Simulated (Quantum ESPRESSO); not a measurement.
**Collinear magnetic orders of FeO (Wuestite) with Quantum ESPRESSO**

A self-consistent run ends on one state, which hangs on the start. Several orders of FeO (Wuestite) are started in Quantum ESPRESSO and their energies compared.

Calculated with Quantum ESPRESSO 7.5; PBEsol with U = 4.5 eV on Fe d (ortho-atomic projectors); plane waves with GBRV 1.5 PBEsol potentials, no spin-orbit coupling.

The database entry behind the starting cell differs from later determinations by our own check (inexact against later determinations), so it need not match the best structure at ambient conditions.

## Step 1: Set-up

It takes space group Fm-3m (No. 225, cubic). Conventional cell: a = 4.311 Å, b = 4.311 Å, c = 4.311 Å, α = 90.00°, β = 90.00°, γ = 90.00°. Fe has 6 O at 2.16 Å nearest. Nearest to O lie 6 Fe at 2.16 Å. Farther neighbours and most contacts between anions are not listed.

Coordinates:

```cif
data_structure
_symmetry_space_group_name_H-M 'Fm-3m'
_symmetry_Int_Tables_number 225
_cell_length_a 4.3108
_cell_length_b 4.3108
_cell_length_c 4.3108
_cell_angle_alpha 90.000
_cell_angle_beta 90.000
_cell_angle_gamma 90.000
_cell_volume 80.11
loop_
_atom_site_label
_atom_site_type_symbol
_atom_site_symmetry_multiplicity
_atom_site_Wyckoff_symbol
_atom_site_fract_x
_atom_site_fract_y
_atom_site_fract_z
_atom_site_occupancy
Fe1 Fe 4 a 0.00000 0.00000 0.00000 1
O1 O 4 b 0.50000 0.00000 0.00000 1
```

The cell comes from the Crystallography Open Database.

## Step 2: Run 1 (ferro +)

The signs are those of the starting moments on the seeded atoms, the atoms that are given a moment.

Input file pw.in:

```
&CONTROL
  calculation = 'scf'
  prefix = 'pwscf'
  outdir = './tmp'
  pseudo_dir = './pseudo'
  disk_io = 'nowf'
/
&SYSTEM
  ibrav = 0
  celldm(1) = 8
  nat = 2
  ntyp = 2
  ecutwfc = 40
  ecutrho = 280
  nbnd = 20
  occupations = 'smearing'
  smearing = 'fd'
  degauss = 0.00146997
  nspin = 2
  starting_magnetization(1) = 0.25
  starting_magnetization(2) = 0
/
&ELECTRONS
  conv_thr = 4d-09
  electron_maxstep = 150
  mixing_beta = 0.3
/
ATOMIC_SPECIES
Fe     55.8450 fe_pbesol_v1.5.uspp.F.UPF
O      15.9990 o_pbesol_v1.2.uspp.F.UPF
CELL_PARAMETERS alat
   0.0000000000000    0.5091394611273    0.5091394611273
   0.5091394611273    0.0000000000000    0.5091394611273
   0.5091394611273    0.5091394611273    0.0000000000000
ATOMIC_POSITIONS crystal
Fe      0.0000000000    0.0000000000    0.0000000000
O       0.5000000000    0.5000000000    0.5000000000
K_POINTS automatic
12 12 12 0 0 0
HUBBARD {ortho-atomic}
U Fe-3d 4.5000
```

Command:

```sh
$ OMP_NUM_THREADS=1 mpirun -n 4 pw.x -nk 4 -in pw.in > pw.out
```

The program printed:

```text
Program PWSCF v.7.5 starts

     Message from routine setup:
     using ibrav=0 with symmetry is DISCOURAGED, use correct ibrav instead

     K-points division:     npool     =       4
     Subspace diagonalization in iterative solution of the eigenvalue problem:

     G-vector sticks info
     --------------------
     sticks:   dense  smooth     PW     G-vecs:    dense   smooth      PW
     Sum         649     367    121                10777     4645     893

     Using Slab Decomposition

     bravais-lattice index     =            0
     lattice parameter (alat)  =       8.0000  a.u.
     unit-cell volume          =     135.1482 (a.u.)^3
     number of atoms/cell      =            2
     number of atomic types    =            2
     number of electrons       =        22.00
     number of Kohn-Sham states=           20
     kinetic-energy cutoff     =      40.0000  Ry
     charge density cutoff     =     280.0000  Ry
     scf convergence threshold =      4.0E-09
     mixing beta               =       0.3000
     number of iterations used =            8  plain     mixing
     Exchange-correlation= SLA  PW   PSX  PSC
                           (   1   4  10   8   0   0   0)
     Hubbard projectors: ortho-atomic
     Hubbard parameters of DFT+U (Dudarev formulation) in eV:
     U(Fe-3d) =  4.5000

     Internal variables: lda_plus_u =T, lda_plus_u_kind = 0

     Internal variables: orbital_resolved =F, hub_pot_fix =F, apply_U = F

     celldm(1)=   8.000000  celldm(2)=   0.000000  celldm(3)=   0.000000
     celldm(4)=   0.000000  celldm(5)=   0.000000  celldm(6)=   0.000000

     crystal axes: (cart. coord. in units of alat)
               a(1) = (   0.000000   0.509139   0.509139 )
               a(2) = (   0.509139   0.000000   0.509139 )
               a(3) = (   0.509139   0.509139   0.000000 )

     reciprocal axes: (cart. coord. in units 2 pi/alat)
               b(1) = ( -0.982049  0.982049  0.982049 )
               b(2) = (  0.982049 -0.982049  0.982049 )
               b(3) = (  0.982049  0.982049 -0.982049 )

     PseudoPot. # 1 for Fe read from file:
     fe_pbesol_v1.5.uspp.F.UPF
     Pseudo is Ultrasoft + core correction, Zval = 16.0
     Generated by new atomic code, or converted to UPF format
     Using radial grid of  861 points,  6 beta functions with:
                l(1) =   0
                l(2) =   0
                l(3) =   1
                l(4) =   1
                l(5) =   2
                l(6) =   2
     Q(r) pseudized with  8 coefficients,  rinner =    1.000   1.000   1.000
                                                       1.000   1.000

     PseudoPot. # 2 for O  read from file:
     o_pbesol_v1.2.uspp.F.UPF
     Pseudo is Ultrasoft + core correction, Zval =  6.0
     Generated by new atomic code, or converted to UPF format
     Using radial grid of  737 points,  5 beta functions with:
                l(1) =   0
                l(2) =   0
                l(3) =   1
                l(4) =   1
                l(5) =   2
     Q(r) pseudized with  8 coefficients,  rinner =    0.900   0.900   0.900
                                                       0.900   0.900

     atomic species   valence    mass     pseudopotential
     Fe               16.00    55.84500     Fe( 1.00)
     O                 6.00    15.99900     O ( 1.00)

     Starting magnetic structure
     atomic species   magnetization
     Fe              0.250
     O               0.000

     48 Sym. Ops., with inversion, found

   Cartesian axes

     site n.     atom                  positions (alat units)
         1        Fe     tau(   1) = (   0.0000000   0.0000000   0.0000000  )
         2        O      tau(   2) = (   0.5091395   0.5091395   0.5091395  )

     number of k points=    72  Fermi-Dirac smearing, width (Ry)=  0.0015
                       cart. coord. in units 2pi/alat
        k(    1) = (   0.0000000   0.0000000   0.0000000), wk =   0.0005787
        k(    2) = (   0.0818374   0.0818374  -0.0818374), wk =   0.0046296
        k(    3) = (   0.1636749   0.1636749  -0.1636749), wk =   0.0046296
        k(    4) = (   0.2455123   0.2455123  -0.2455123), wk =   0.0046296
        k(    5) = (   0.3273497   0.3273497  -0.3273497), wk =   0.0046296
        [... 67 further k-points ...]

     Dense  grid:    10777 G-vectors     FFT dimensions: (  32,  32,  32)

     Smooth grid:     4645 G-vectors     FFT dimensions: (  24,  24,  24)

     Check: negative core charge=   -0.000047
     Generating pointlists ...
     new r_m :   0.2100 (alat units)  1.6802 (a.u.) for type    1
     new r_m :   0.2100 (alat units)  1.6802 (a.u.) for type    2

     Initial potential from superposition of free atoms

     starting charge      21.0000, renormalised to      22.0000

     STARTING HUBBARD OCCUPATIONS:

     =================== HUBBARD OCCUPATIONS ===================
     ------------------------ ATOM    1 ------------------------
     Tr[ns(  1)] (up, down, total) =   5.00000  0.00000  5.00000
     Atomic magnetic moment for atom   1 =   5.00000
     [... lines left out ...]
     Number of occupied Hubbard levels =    5.0000

     Atomic wfc used for Hubbard projectors are orthogonalized

     Starting wfcs are   17 randomized atomic wfcs +    3 random wfcs

     Self-consistent Calculation

     iteration #  1     ecut=    40.00 Ry     beta= 0.30
     Davidson diagonalization with overlap
     ethr =  1.00E-02,  avg # of iterations =  5.2

     =================== HUBBARD OCCUPATIONS ===================
     ------------------------ ATOM    1 ------------------------
     Tr[ns(  1)] (up, down, total) =   4.86271  0.64438  5.50709
     Atomic magnetic moment for atom   1 =   4.21833
     [... lines left out ...]
     Number of occupied Hubbard levels =    5.5071

     total energy              =    -282.02027295 Ry
     estimated scf accuracy    <       0.82065011 Ry

     total magnetization       =     4.34 Bohr mag/cell
     absolute magnetization    =     4.36 Bohr mag/cell

     iteration #  2     ecut=    40.00 Ry     beta= 0.30
     Davidson diagonalization with overlap
     ethr =  3.73E-03,  avg # of iterations =  1.8

     total energy              =    -282.23050978 Ry
     estimated scf accuracy    <       0.11089548 Ry

     total magnetization       =     4.01 Bohr mag/cell
     absolute magnetization    =     4.01 Bohr mag/cell

     iteration #  3     ecut=    40.00 Ry     beta= 0.30
     Davidson diagonalization with overlap
     ethr =  5.04E-04,  avg # of iterations =  1.4

     total energy              =    -282.24938475 Ry
     estimated scf accuracy    <       0.01545876 Ry

     total magnetization       =     4.02 Bohr mag/cell
     absolute magnetization    =     4.03 Bohr mag/cell

     [... further iterations left out ...]

     iteration #  8     ecut=    40.00 Ry     beta= 0.30
     Davidson diagonalization with overlap
     ethr =  2.34E-08,  avg # of iterations =  1.5

     total energy              =    -282.25450343 Ry
     estimated scf accuracy    <       0.00000051 Ry

     total magnetization       =     4.01 Bohr mag/cell
     absolute magnetization    =     4.05 Bohr mag/cell

     iteration #  9     ecut=    40.00 Ry     beta= 0.30
     Davidson diagonalization with overlap
     ethr =  2.31E-09,  avg # of iterations =  1.8

     total energy              =    -282.25450369 Ry
     estimated scf accuracy    <       0.00000007 Ry

     total magnetization       =     4.01 Bohr mag/cell
     absolute magnetization    =     4.05 Bohr mag/cell

     iteration # 10     ecut=    40.00 Ry     beta= 0.30
     Davidson diagonalization with overlap
     ethr =  2.97E-10,  avg # of iterations =  2.0

     total energy              =    -282.25450378 Ry
     estimated scf accuracy    <       0.00000002 Ry

     total magnetization       =     4.01 Bohr mag/cell
     absolute magnetization    =     4.05 Bohr mag/cell

     iteration # 11     ecut=    40.00 Ry     beta= 0.30
     Davidson diagonalization with overlap
     ethr =  8.59E-11,  avg # of iterations =  1.5

     Magnetic moment per site  (integrated on atomic sphere of radius R)
     atom   1 (R=0.210)  charge= 13.5024  magn=  3.5871
     atom   2 (R=0.210)  charge=  5.8409  magn=  0.2307

     End of self-consistent calculation

     =================== HUBBARD OCCUPATIONS ===================
     ------------------------ ATOM    1 ------------------------
     Tr[ns(  1)] (up, down, total) =   4.95341  1.17206  6.12547
     Atomic magnetic moment for atom   1 =   3.78135
     [... lines left out ...]
     Number of occupied Hubbard levels =    6.1255

     Number of k-points >= 100: set verbosity='high' to print the bands.

     the Fermi energy is    14.9770 ev

!    total energy              =    -282.25450386 Ry
     estimated scf accuracy    <          1.1E-10 Ry
     smearing contrib. (-TS)   =      -0.00014299 Ry
     internal energy E=F+TS    =    -282.25436087 Ry

     The total energy is F=E-TS. E is the sum of the following terms:
     one-electron contribution =    -136.35359918 Ry
     hartree contribution      =      80.21973046 Ry
     xc contribution           =     -36.23813798 Ry
     ewald contribution        =    -190.02755602 Ry
     Hubbard energy            =       0.14520186 Ry

     total magnetization       =     4.01 Bohr mag/cell
     absolute magnetization    =     4.05 Bohr mag/cell

     convergence has been achieved in  11 iterations

=------------------------------------------------------------------------------=
   JOB DONE.
=------------------------------------------------------------------------------=
```

It took 8.8 s on 4 MPI ranks of Arm Neoverse V1, shared host; peak memory 0.27 GiB; 35 s of CPU time.

Spin moment in the atom's sphere by atom:

| atom | spin moment in the atom's sphere (μB) |
| --- | --- |
| Fe1 | 3.59 |
| O2 | 0.23 |

This step gave:

| Quantity | Value |
| --- | --- |
| smearing term TS | 0.001945 eV |
| magnetization | 4.011 μB |
| absolute magnetization | 4.049 μB |
| final state | ferromagnetic |

(Continued in part 2 of 2.)

[Logs and program files are shortened in this print: banners, set-up blocks, solver, clock and traceback lines can be left out without a mark of their own.]

[Logs are printed without paths, hosts, clocks, repeated set-up lines and the standing remarks that a program may print on its own settings, such as how far it seeks lower states.]

[Hosts, paths, dates, database ids (printed as entryN), source tags and the programs' standing remarks are cut or masked in the printed files.]

[Where a cell is said to come from a database of computed structures, the database is the Materials Project.]
